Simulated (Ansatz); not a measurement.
**Li2MgGeS4 (stannite) (I-42m): a band-gap study from PBEsol to G0W0 at the band limit**

The study climbs from cheap functionals to G0W0 on Li2MgGeS4 (stannite) (I-42m) and then asks what each convergence step is worth.

Method: density functionals, hybrids, G0W0, plane waves, PAW, in Ansatz 0.2.0.

The structure was built from a prototype and need not be the compound's stable phase.

## (1) The starting structure

It takes space group I-42m (No. 121, tetragonal). Conventional cell: a = 5.148 Å, b = 5.148 Å, c = 10.296 Å, α = 90.00°, β = 90.00°, γ = 90.00°. Nearest to Li lie 4 S at 2.21 Å. Nearest to Mg lie 4 S at 2.22 Å. Nearest to Ge lie 4 S at 2.28 Å. Nearest to S lie 2 Li at 2.21 Å and 1 Mg at 2.22 Å and 1 Ge at 2.28 Å. It derives from Ge1Li2Mg1S4. Farther neighbours and most contacts between anions are not listed.

The start is a generated structure, not a measured one. The default PAW set here is soft_2. Its files were made with PBE.

## (2) Relaxing the structure

A relaxation at this level of theory: leftover forces would pass straight into the levels.

This step: DFT, PBEsol, plane waves, PAW.

File input.yaml:

```yaml
crystal:
  lattice:
    - [-2.5739429701, 2.5739429701, 5.1478859402]
    - [2.5739429701, -2.5739429701, 5.1478859402]
    - [2.5739429701, 2.5739429701, -5.1478859402]
  atoms:
    - { symbol: Li, position: [0.75, 0.25, 0.5] }
    - { symbol: Li, position: [0.25, 0.75, 0.5] }
    - { symbol: Mg, position: [0.0, 0.0, 0.0] }
    - { symbol: Ge, position: [0.5, 0.5, 0.0] }
    - { symbol: S, position: [0.883, 0.883, 0.51] }
    - { symbol: S, position: [0.117, 0.627, 0.0] }
    - { symbol: S, position: [0.627, 0.117, 0.0] }
    - { symbol: S, position: [0.373, 0.373, 0.49] }
kpoints:
  mp_grid: { grid: [6, 6, 6] }
hamiltonian:
  xc: pbesol
scf:
  occupations: { method: fermi_dirac, width: 0.02 }
relax:
  f_tol: 0.01
  max_steps: 100
  cell: {}
```

Command:

```sh
$ ansatz run input.yaml --threads 4 --pin off --max-ram 17510MiB --backend cpu --events-out ev --progress --plain --runs-dir out
```

Numbers of over 12 decimals in the logs are rounded to 6 here.

What it wrote:

```text
Engine: ansatz 0.2.0, aarch64-unknown-linux-gnu
Pseudopotentials: kind: paw
Pseudopotential: Li, paw, valence charge 3, recommended cutoff 420 eV (normal), Li.paw.azcp
Pseudopotential: Mg, paw, valence charge 10, recommended cutoff 420 eV (normal), Mg.paw.azcp
Pseudopotential: Ge, paw, valence charge 14, recommended cutoff 420 eV (normal), Ge.paw.azcp
Pseudopotential: S, paw, valence charge 6, recommended cutoff 420 eV (normal), S.paw.azcp
Functional definition: PBEsol
  exchange = pbesol_x
  correlation = pbesol_c
Crystal: 8 atoms, lattice volume = 136.423 Å³
Basis set: ecut = 420 eV, 2665 PW (Γ), exchange–correlation on 90×90×90 points (8 copies of the dense FFT grid, shifted against one another)
Bands: 35, of which v1, the nominal top of the filled ones, is band 27 counted from 1 (26 counted from 0)
Symmetry: 8 space group operations
Space group: I-42m (ITA 121), of the structure as read, at distance tolerance 5.1e-5 Å
k-points: 30 of 216 (time reversal used)
Non-local potential: Li, projectors of the file, l = 0: 3, l = 1: 2, l = 2: 1
Non-local potential: Mg, projectors of the file, l = 0: 3, l = 1: 2, l = 2: 1
Non-local potential: Ge, projectors of the file, l = 0: 2, l = 1: 2, l = 2: 3, l = 3: 1
Non-local potential: S, projectors of the file, l = 0: 2, l = 1: 2, l = 2: 2
PAW form: soft (Blöchl's): semilocal exchange-correlation on the pseudo side does not see the compensation charge
PAW frozen core: Mg, regenerated for the run's functional, and the local potential with it (the file was generated under x = pbe(κ = 0.804, μ = 0.219515), c = pbe(β = 0.066725))
PAW frozen core: Ge, regenerated for the run's functional, and the local potential with it (the file was generated under x = pbe(κ = 0.804, μ = 0.219515), c = pbe(β = 0.066725))
PAW frozen core: S, regenerated for the run's functional, and the local potential with it (the file was generated under x = pbe(κ = 0.804, μ = 0.219515), c = pbe(β = 0.066725))
PAW one-centre angular grid: Li, 110 points (default); XC on 64 Gauss nodes
PAW one-centre angular grid: Mg, 110 points (default); XC on 64 Gauss nodes
PAW one-centre angular grid: Ge, 590 points (default); XC on 64 Gauss nodes
PAW one-centre angular grid: S, 110 points (default); XC on 64 Gauss nodes
Initial density: superposition of atomic densities (neutral atoms: chi_scale 0, normalization atom), corrected by the library's trained network
Initial wavefunctions: pseudopotential atomic-orbital guess
Functional: x = pbesol(κ = 0.804, μ = 0.123457), c = pbesol(β = 0.046)
SCF iter   1: F=—  HF=-10117.987949 eV  |F-HF|=—  |Δ(HF+E_count)|=         —  Δρ=3.97e-3  dr2=2.82e-2  ethr=1.77e-3  ⟨swp⟩=6.9  Hψ=4924  notcnv=0  defer=3
[...]
relax step   8: F+E_penalty+E_count = -10119.43017517 eV  Δ(F+E_penalty+E_count) = -1.125e-5 eV  max|allowed force component| = 1.486e-3 eV/Å  Δτ_max = 0.0000 Å  P = +0.003 GPa  Ω = 162.664 Å³  stress off target by 2.10e-2 GPa  SCF on the basis re-selected at this cell (its energy is not comparable with the rows above)  (5 SCF iters)
basis re-selected at this cell: Δ(F+E_penalty+E_count) = -1.125e-5 eV, ΔP = -0.000 GPa vs the last step (what re-selecting the basis moved, of the pressure what is left beyond the Pulay correction that the steps carried, after the strain that the cell walked since its last selection, with what the two solves' SCF thresholds leave and, on support functions, any second-order correction that the steps lacked; it is no m [...]
SCF converged after 5 iterations
Free energy (F): -10119.430175 eV
Harris-Foulkes:  -10119.430175 eV  (|F-HF|=4.18e-11)
Internal energy: -10119.430175 eV  (E = F + TS)
E sigma→0 (E₀):  -10119.430175 eV
Fermi energy:    4.629500 eV
--- Per-component energies (eV) ---
  E_band       = -768.719169
  E_kinetic    = 660.743765
  E_local      = -5610.002810  (includes V_loc(G=0)·N_el)
  E_nonlocal   = 566.873130
  E_hartree    = 2240.823103
  E_xc         = -510.354808
  E_vxc        = -480.311409  (∫ρ·V_xc dr)
  E_paw        = -4639.045471  (= ΣΔE_a)
  E_vpaw       = -387.668492  (= ΣTr[D̂ρ^β])
  E_aug_tail   = 0.000300  (compensation charges beyond the density's cutoff)
  E_ewald      = -2829.691980
  E_core_change = 1.224596  (= ΣΔE_core)
  E_smearing   = -0.000000  (= −TS)
  E_closure    = 0.000000  (closes the sum)
  Σ components = -10119.430175   (vs F -10119.430175, Δ=0.00e0)
--- Forces (eV/Å), atoms counted from 1 ---
  atom   1  Li    -0.00000000    -0.00000000    -0.00000000
  atom   2  Li    -0.00000000     0.00000000    -0.00000000
  atom   3  Mg     0.00000000    -0.00000000    -0.00000000
  atom   4  Ge     0.00000000     0.00000000     0.00000000
  atom   5  S      0.00126123     0.00126123    -0.00148612
  atom   6  S      0.00126123    -0.00126123     0.00148612
  atom   7  S     -0.00126123     0.00126123     0.00148612
  atom   8  S     -0.00126123    -0.00126123    -0.00148612
  max |Σ_I F_I| component: 6.51e-18 eV/Å
--- Stress (GPa, compression-positive) ---
       -0.005416       0.000000       0.000000
        0.000000      -0.005416      -0.000000
        0.000000      -0.000000       0.020998
  P = ⅓ Tr σ = 0.0034 GPa (0.034 kbar)
--- Relaxed structure (6 steps of the walk, 6 accepted, 2 SCFs on fresh bases) ---
  F+E_penalty+E_count = -10119.43017517 eV   max|allowed force component| = 1.486e-3 eV/Å   (the final SCF, on the basis selected at the relaxed cell)
  cell:  # Å, volume = 162.6639 Å³
    - [-2.718094, 2.718094, 5.504299]
    - [2.718094, -2.718094, 5.504299]
    - [2.718094, 2.718094, -5.504299]
  atoms:
    - { symbol: Li, position: [0.75, 0.25, 0.5] }
    - { symbol: Li, position: [0.25, 0.75, 0.5] }
    - { symbol: Mg, position: [2.0929482926065125e-19, 7.147615867203381e-19, 5.054667574596869e-19] }
    - { symbol: Ge, position: [0.5, 0.5, 5.054667574596861e-19] }
    - { symbol: S, position: [0.853383, 0.853383, 0.461717] }
    - { symbol: S, position: [0.146617, 0.608334, 0.0] }
    - { symbol: S, position: [0.608334, 0.146617, 0.0] }
    - { symbol: S, position: [0.391666, 0.391666, 0.538283] }
```

Elapsed: 43 s, on 4 threads of Arm Neoverse N1, shared host; peak memory 0.55 GiB; 2.7 min of CPU time.

Step by step:

```csv
step,energy less that of the first step (eV),largest force component (eV/Å),pressure (GPa),volume (Å³)
1,0.0000,1.5677,10.95,136.42
2,-1.1160,0.6334,4.51,148.03
3,-1.4293,0.1896,1.31,159.06
4,-1.4486,0.0413,0.00,162.26
5,-1.4492,0.0036,0.01,162.45
6*,-1.4532,0.0031,0.06,162.45
7,-1.4533,0.0015,0.00,162.66
8*,-1.4533,0.0015,0.00,162.66
```

Relaxation steps marked * repeat the geometry before them on a plane-wave basis chosen anew for their cell, so energy and pressure can jump there.

Forces are held to the 8 operations that the run works with; a distortion that breaks them can't arise in this run.

```csv
"conventional cell, symmetrised",before,after,change
a (Å),5.148,5.436,+5.6 %
b (Å),5.148,5.436,+5.6 %
c (Å),10.296,11.009,+6.9 %
volume (Å³/atom),17.05,20.33,+19.2 %
```

The atoms that moved most (Å, as changes of fractional coordinates times the final cell):

```
atom      dx      dy      dz  length
  S5  -0.131  -0.131  -0.060   0.195
  S6  -0.131   0.131   0.060   0.195
  S7   0.131  -0.131   0.060   0.195
  S8   0.131   0.131  -0.060   0.195
```

## (3) PBEsol bands

Levels along a band path, at the cheap level, show where the edges lie and whether the meshes to come will hold them.

File input.yaml:

```yaml
crystal:
  lattice:
    - [-2.7180944902, 2.7180944902, 5.5042990216]
    - [2.7180944902, -2.7180944902, 5.5042990216]
    - [2.7180944902, 2.7180944902, -5.5042990216]
  atoms:
    - { symbol: Li, position: [0.75, 0.25, 0.5] }
    - { symbol: Li, position: [0.25, 0.75, 0.5] }
    - { symbol: Mg, position: [0.0, 0.0, 0.0] }
    - { symbol: Ge, position: [0.5, 0.5, 0.0] }
    - { symbol: S, position: [0.8533830743, 0.8533830743, 0.4617170967] }
    - { symbol: S, position: [0.1466169257, 0.6083340224, 0.0] }
    - { symbol: S, position: [0.6083340224, 0.1466169257, 0.0] }
    - { symbol: S, position: [0.3916659776, 0.3916659776, 0.5382829033] }
kpoints:
  mp_grid: { grid: [6, 6, 6] }
  band_path:
    path:
      - [[0.0, 0.0, 0.0], [0.0, 0.0, 0.5], [0.25, 0.25, 0.25], [0.0, 0.5, 0.0], [0.0, 0.0, 0.0], [0.5, 0.5, -0.5], [0.3125, 0.6875, -0.3125]]
      - [[-0.3125, 0.3125, 0.3125], [0.0, 0.0, 0.0]]
      - [[0.0, 0.0, 0.5], [-0.125, 0.125, 0.5]]
      - [[0.5, 0.5, -0.125], [0.5, 0.5, -0.5]]
    npoints: 10
hamiltonian:
  xc: pbesol
scf:
  occupations: { method: fermi_dirac, width: 0.02 }
  n_extra_bands: 6
output:
  eigenvalues: true
  forces: true
  stress: true
  write_density: true
  write_potential: true
  elf: true
  volumetric_format: npy
```

What it wrote:

```text
[...]
Crystal: 8 atoms, lattice volume = 162.664 Å³
Basis set: ecut = 420 eV, 3171 PW (Γ), exchange–correlation on 90×90×90 points (8 copies of the dense FFT grid, shifted against one another)
Bands: 33, of which v1, the nominal top of the filled ones, is band 27 counted from 1 (26 counted from 0)
Symmetry: 8 space group operations
[...]
k-points: 30 of 216 (time reversal used)
[...]
SCF iter   1: F=—  HF=-10119.441473 eV  |F-HF|=—  |Δ(HF+E_count)|=         —  Δρ=3.48e-3  dr2=3.11e-2  ethr=1.77e-3  ⟨swp⟩=7.2  Hψ=4586  notcnv=0  defer=1
[...]
SCF iter   7: F=-10119.430175 eV  HF=-10119.430175 eV  |F-HF|=4.88e-8  |Δ(HF+E_count)|=   1.17e-6  Δρ=4.38e-6  dr2=3.23e-8  ethr=1.85e-10  ⟨swp⟩=13.6  Hψ=7608  notcnv=0
SCF 1 converged in 7 iterations: F = -10119.430175 eV  dr2 = 3.23e-8
[...]
NSCF: frozen V_eff on 94 k-points
SCF converged after 7 iterations
Free energy (F): -10119.430175 eV
[...]
Internal energy: -10119.430175 eV  (E = F + TS)
E sigma→0 (E₀):  -10119.430175 eV
Fermi energy:    4.629515 eV
[...]
--- Forces (eV/Å), atoms counted from 1 ---
  atom   1  Li    -0.00000000    -0.00000000     0.00000000
  atom   2  Li    -0.00000000     0.00000000     0.00000000
  atom   3  Mg    -0.00000000     0.00000000    -0.00000000
  atom   4  Ge     0.00000000     0.00000000     0.00000000
  atom   5  S      0.00125718     0.00125718    -0.00148819
  atom   6  S      0.00125718    -0.00125718     0.00148819
  atom   7  S     -0.00125718     0.00125718     0.00148819
  atom   8  S     -0.00125718    -0.00125718    -0.00148819
  max |Σ_I F_I| component: 7.37e-18 eV/Å
--- Stress (GPa, compression-positive) ---
       -0.005563       0.000000       0.000000
        0.000000      -0.005563       0.000000
        0.000000      -0.000000       0.020862
  P = ⅓ Tr σ = 0.0032 GPa (0.032 kbar)
--- Band table (eV; the first three rows and the last of 30) ---
  k-point 0: bands = [... 23 lower, 2.1824, 3.1106, 3.3105, 3.3105, 5.9110, 6.6083, 8.6706, 8.6706, ... 2 higher]
  k-point 1: bands = [... 23 lower, 2.5158, 2.6132, 2.9158, 3.3043, 6.2969, 7.3727, 8.4610, 8.7278, ... 2 higher]
  k-point 2: bands = [... 23 lower, 2.4330, 2.7915, 2.8985, 3.2674, 6.2696, 8.1117, 8.7106, 8.9771, ... 2 higher]
  k-point 29: bands = [... 23 lower, 2.4320, 2.4320, 2.8441, 2.8441, 6.1563, 6.9033, 6.9033, 7.5818, ... 2 higher]
```

Wall time 17 s (4 threads); peak memory 0.67 GiB.

This step gave:

```yaml
pressure: 0.003245 GPa
filled_bands: 27
gap: 2.588 eV
valence_top_at: X
conduction_bottom_at: Γ
least_direct_gap: 2.594 eV
```

The gap is indirect, with the least direct gap 0.005 eV higher.

The electronic bands at the labelled points (eV, zero at the top of the highest nominally filled band):

```csv
point,band 24,band 25,band 26,band 27,band 28,band 29,band 30,band 31
Γ,-1.14,-0.21,-0.01,-0.01,2.59,3.29,5.35,5.35
halfway,-0.87,-0.65,-0.60,-0.03,3.03,4.70,5.08,5.63
X,-0.77,-0.29,-0.21,0.00,2.59,4.57,5.61,5.76
halfway,-0.72,-0.38,-0.21,0.00,2.67,4.50,5.66,5.76
P,-0.57,-0.57,-0.21,0.00,2.74,4.43,5.74,5.74
halfway,-0.67,-0.54,-0.44,-0.26,3.11,4.79,5.49,5.53
N,-0.84,-0.72,-0.54,-0.48,3.62,4.85,5.28,5.74
halfway,-0.88,-0.78,-0.31,-0.21,3.23,4.11,4.85,5.13
Γ,-1.14,-0.21,-0.01,-0.01,2.59,3.29,5.35,5.35
halfway,-1.03,-0.89,-0.23,-0.23,2.94,3.69,4.27,4.27
M,-0.89,-0.89,-0.48,-0.48,2.83,3.58,3.58,4.26
halfway,-0.92,-0.79,-0.50,-0.44,2.98,3.84,4.00,4.63
S,-0.88,-0.84,-0.55,-0.32,3.38,4.29,4.98,5.65
jump to S0,-0.88,-0.84,-0.55,-0.32,3.38,4.29,4.98,5.65
halfway,-0.77,-0.75,-0.52,-0.31,3.40,4.39,4.94,5.48
Γ,-1.14,-0.21,-0.01,-0.01,2.59,3.29,5.35,5.35
jump to X,-0.77,-0.29,-0.21,0.00,2.59,4.57,5.61,5.76
halfway,-0.78,-0.32,-0.26,-0.03,2.67,4.67,5.51,5.74
R,-0.80,-0.39,-0.39,-0.10,2.84,4.86,5.25,5.61
jump to G,-0.80,-0.39,-0.39,-0.10,2.84,4.86,5.25,5.61
halfway,-0.87,-0.84,-0.58,-0.34,3.04,4.12,4.29,4.80
M,-0.89,-0.89,-0.48,-0.48,2.83,3.58,3.58,4.26
```

ELF in the ab plane of the cell as run, not the conventional one, at fractional z = 0.000, with atoms of Mg and Ge and S within 0.2 Å of it. It is the smooth field of the valence electrons, not physical close to the nuclei.

Values, 10 rows by 16 columns, each cell a mean:
```
0.32 0.32 0.06 0.04 0.03 0.01 0.02 0.08 0.23 0.37 0.43 0.46 0.46 0.26 0.08 0.27
0.39 0.42 0.44 0.36 0.15 0.04 0.02 0.02 0.03 0.03 0.03 0.04 0.04 0.04 0.11 0.29
0.82 0.87 0.86 0.78 0.54 0.25 0.15 0.14 0.11 0.07 0.04 0.02 0.01 0.02 0.19 0.59
0.77 0.50 0.19 0.48 0.76 0.59 0.33 0.26 0.27 0.24 0.14 0.06 0.03 0.02 0.14 0.56
0.79 0.83 0.59 0.56 0.79 0.67 0.31 0.05 0.06 0.21 0.27 0.15 0.05 0.02 0.05 0.39
0.37 0.67 0.78 0.74 0.60 0.43 0.32 0.20 0.11 0.19 0.29 0.21 0.07 0.02 0.02 0.08
0.03 0.09 0.18 0.21 0.12 0.09 0.24 0.50 0.62 0.62 0.55 0.36 0.14 0.04 0.02 0.02
0.04 0.03 0.02 0.01 0.02 0.12 0.48 0.74 0.74 0.58 0.67 0.73 0.58 0.28 0.06 0.03
0.09 0.05 0.05 0.03 0.02 0.10 0.54 0.84 0.79 0.25 0.22 0.79 0.87 0.49 0.08 0.13
0.32 0.26 0.04 0.04 0.03 0.03 0.20 0.60 0.81 0.79 0.69 0.81 0.86 0.43 0.21 0.36
```
Columns run along a (6.7 Å), rows up along b (6.7 Å). Atoms in or near the plane, at fractional coordinates: Mg at (0.00, 0.00), Ge at (0.50, 0.50), S at (0.15, 0.61), S at (0.61, 0.15).

Valence density in the ab plane of the cell as run, not the conventional one, at fractional z = 0.000, with atoms of Mg and Ge and S within 0.2 Å of it. It is the smooth field of the valence electrons, not physical close to the nuclei.

Ten steps, logarithmic in the rise over the least value, from '0' (0 e/Å³) to '9' (37 e/Å³), each cell a mean:
```
8620000000000100026
4310000000000000002
1100000000000000000
1111000000000000000
1221100000000000000
2232210000000000001
2222221111100000000
1221222245310000000
1222222369731000000
0122221269951000000
0001111136641000000
0000000012321000000
0000000011221000000
0000000012222100000
0000000012222210000
0000000012212211000
1000000002222321012
6300000001222221136
9610000000112211148
```
Columns run along a (6.7 Å), rows up along b (6.7 Å). Atoms in or near the plane, at fractional coordinates: Mg at (0.00, 0.00), Ge at (0.50, 0.50), S at (0.15, 0.61), S at (0.61, 0.15).

## (4) PBEsol+SOC

Spin-orbit coupling can split or shift the edges; a non-collinear run measures by how much.

This step: DFT, PBEsol with spin-orbit coupling, plane waves, PAW.

input.yaml, the sections that differ from step 3:

```yaml
kpoints:
  mp_grid: { grid: [6, 6, 6] }
  band_path:
    path:
      - [0.0, 0.0, 0.0]
      - [0.0, 0.0, 0.5]
      - [0.25, 0.25, 0.25]
      - [0.0, 0.5, 0.0]
      - [0.5, 0.5, -0.5]
      - [0.3125, 0.6875, -0.3125]
      - [-0.3125, 0.3125, 0.3125]
      - [-0.125, 0.125, 0.5]
    npoints: 1
scf:
  occupations: { method: fixed }
  n_extra_bands: 12
magnetization:
  noncollinear: true
  spin_orbit: true
output:
  eigenvalues: true
  forces: true
  stress: true
# crystal, hamiltonian: as in step 3
```

What it wrote:

```text
[...]
non-collinear run that drives no moment, with spin-orbit: no starting moment large enough to seed its density (crystal.atoms[].spin), no starting occupations that ask for one, no magnetisation constraint and no magnetic field, so the semilocal B_xc is pinned to zero
Crystal: 8 atoms, lattice volume = 162.664 Å³
[...]
k-point 0: bands = [... 50 lower, 3.2938, 3.2938, 3.3356, 3.3356, 5.9114, 5.9114, 6.6073, 6.6073, ... 8 higher]
  k-point 1: bands = [... 50 lower, 2.9039, 2.9265, 3.3059, 3.3072, 6.2966, 6.2979, 7.3616, 7.3820, ... 8 higher]
  k-point 2: bands = [... 50 lower, 2.8861, 2.9134, 3.2678, 3.2679, 6.2662, 6.2740, 8.0944, 8.1242, ... 8 higher]
  k-point 29: bands = [... 50 lower, 2.8349, 2.8349, 2.8551, 2.8551, 6.1569, 6.1569, 6.8935, 6.8935, ... 8 higher]
[key lines of the parts left out:]
SCF converged after 9 iterations
Magnetization: |M| = 0.0000 μB,  M = (+0.0000, +0.0000, +0.0000) μB
Free energy (F): -10119.583815 eV
Fermi energy:    3.335610 eV
P = ⅓ Tr σ = 0.0014 GPa (0.014 kbar)
```

Wall time 58 s (4 threads); peak memory 1.4 GiB.

Numbers from this step:

- pressure: 0.001437 GPa
- gap: 2.576 eV
- valence top at: Γ
- conduction bottom at: Γ
- least direct gap: 2.576 eV

The gap stands −0.01 eV against PBEsol.

## (5) r2SCAN

The meta-GGA depends on the orbitals through the kinetic-energy density, which usually opens the gap somewhat.

This step: DFT, r2SCAN, plane waves, PAW.

input.yaml: that of step 4 with these lines changed.

```diff
@@ -28,9 +28,6 @@
 hamiltonian:
-  xc: pbesol
+  xc: r2scan
 scf:
   occupations: { method: fixed }
-  n_extra_bands: 12
-magnetization:
-  noncollinear: true
-  spin_orbit: true
+  n_extra_bands: 6
 output:
```

What it wrote:

```text
[...]
Crystal: 8 atoms, lattice volume = 162.664 Å³
Basis set: ecut = 500 eV, 4113 PW (Γ), exchange–correlation on 200×200×200 points (64 copies of the dense FFT grid, shifted against one another)
Bands: 33, of which v1, the nominal top of the filled ones, is band 27 counted from 1 (26 counted from 0)
Symmetry: 8 space group operations
[...]
k-point 0: bands = [... 23 lower, 1.9595, 2.8862, 3.0905, 3.0905, 6.2782, 6.9315, 8.9973, 8.9973, ... 2 higher]
  k-point 1: bands = [... 23 lower, 2.2938, 2.4171, 2.6960, 3.0845, 6.6014, 7.7030, 8.9295, 9.1130, ... 2 higher]
  k-point 2: bands = [... 23 lower, 2.2164, 2.5712, 2.6772, 3.0498, 6.5397, 8.5336, 9.0535, 9.3375, ... 2 higher]
  k-point 29: bands = [... 23 lower, 2.1961, 2.2064, 2.6377, 2.6377, 6.3871, 7.2412, 7.2412, 7.9373, ... 2 higher]
[key lines of the parts left out:]
SCF converged after 7 iterations
Free energy (F): -10272.377430 eV
Fermi energy:    3.109586 eV
P = ⅓ Tr σ = 0.3686 GPa (3.686 kbar)
```

Run time: 20 s. Hardware: 4 threads; peak memory 0.97 GiB.

Numbers from this step:

* pressure: 0.3686 GPa
* gap: 3.092 eV
* valence top at: X
* conduction bottom at: X
* least direct gap: 3.092 eV

The gap stands +0.50 eV against PBEsol, and the conduction bottom moves to (0.000, 0.000, 0.500).

(Part 1 of 2 ends here.)

[Paths, hosts, dates, memory and timing lines, banners, echoed tables and standing remarks are left out of the program output.]

[Logs are printed without paths, hosts, clocks, repeated set-up lines and the standing remarks that a program may print on its own settings, such as how far it seeks lower states.]

[Runs of the session that timed out or met a known fault of the program may be left out.]

[Cells called generated may have been cut or substituted from an entry of the Crystallography Open Database or the Materials Project.]

[Hosts, paths, dates, database ids (printed as entryN), source tags and the programs' standing remarks are cut or masked in the printed files.]
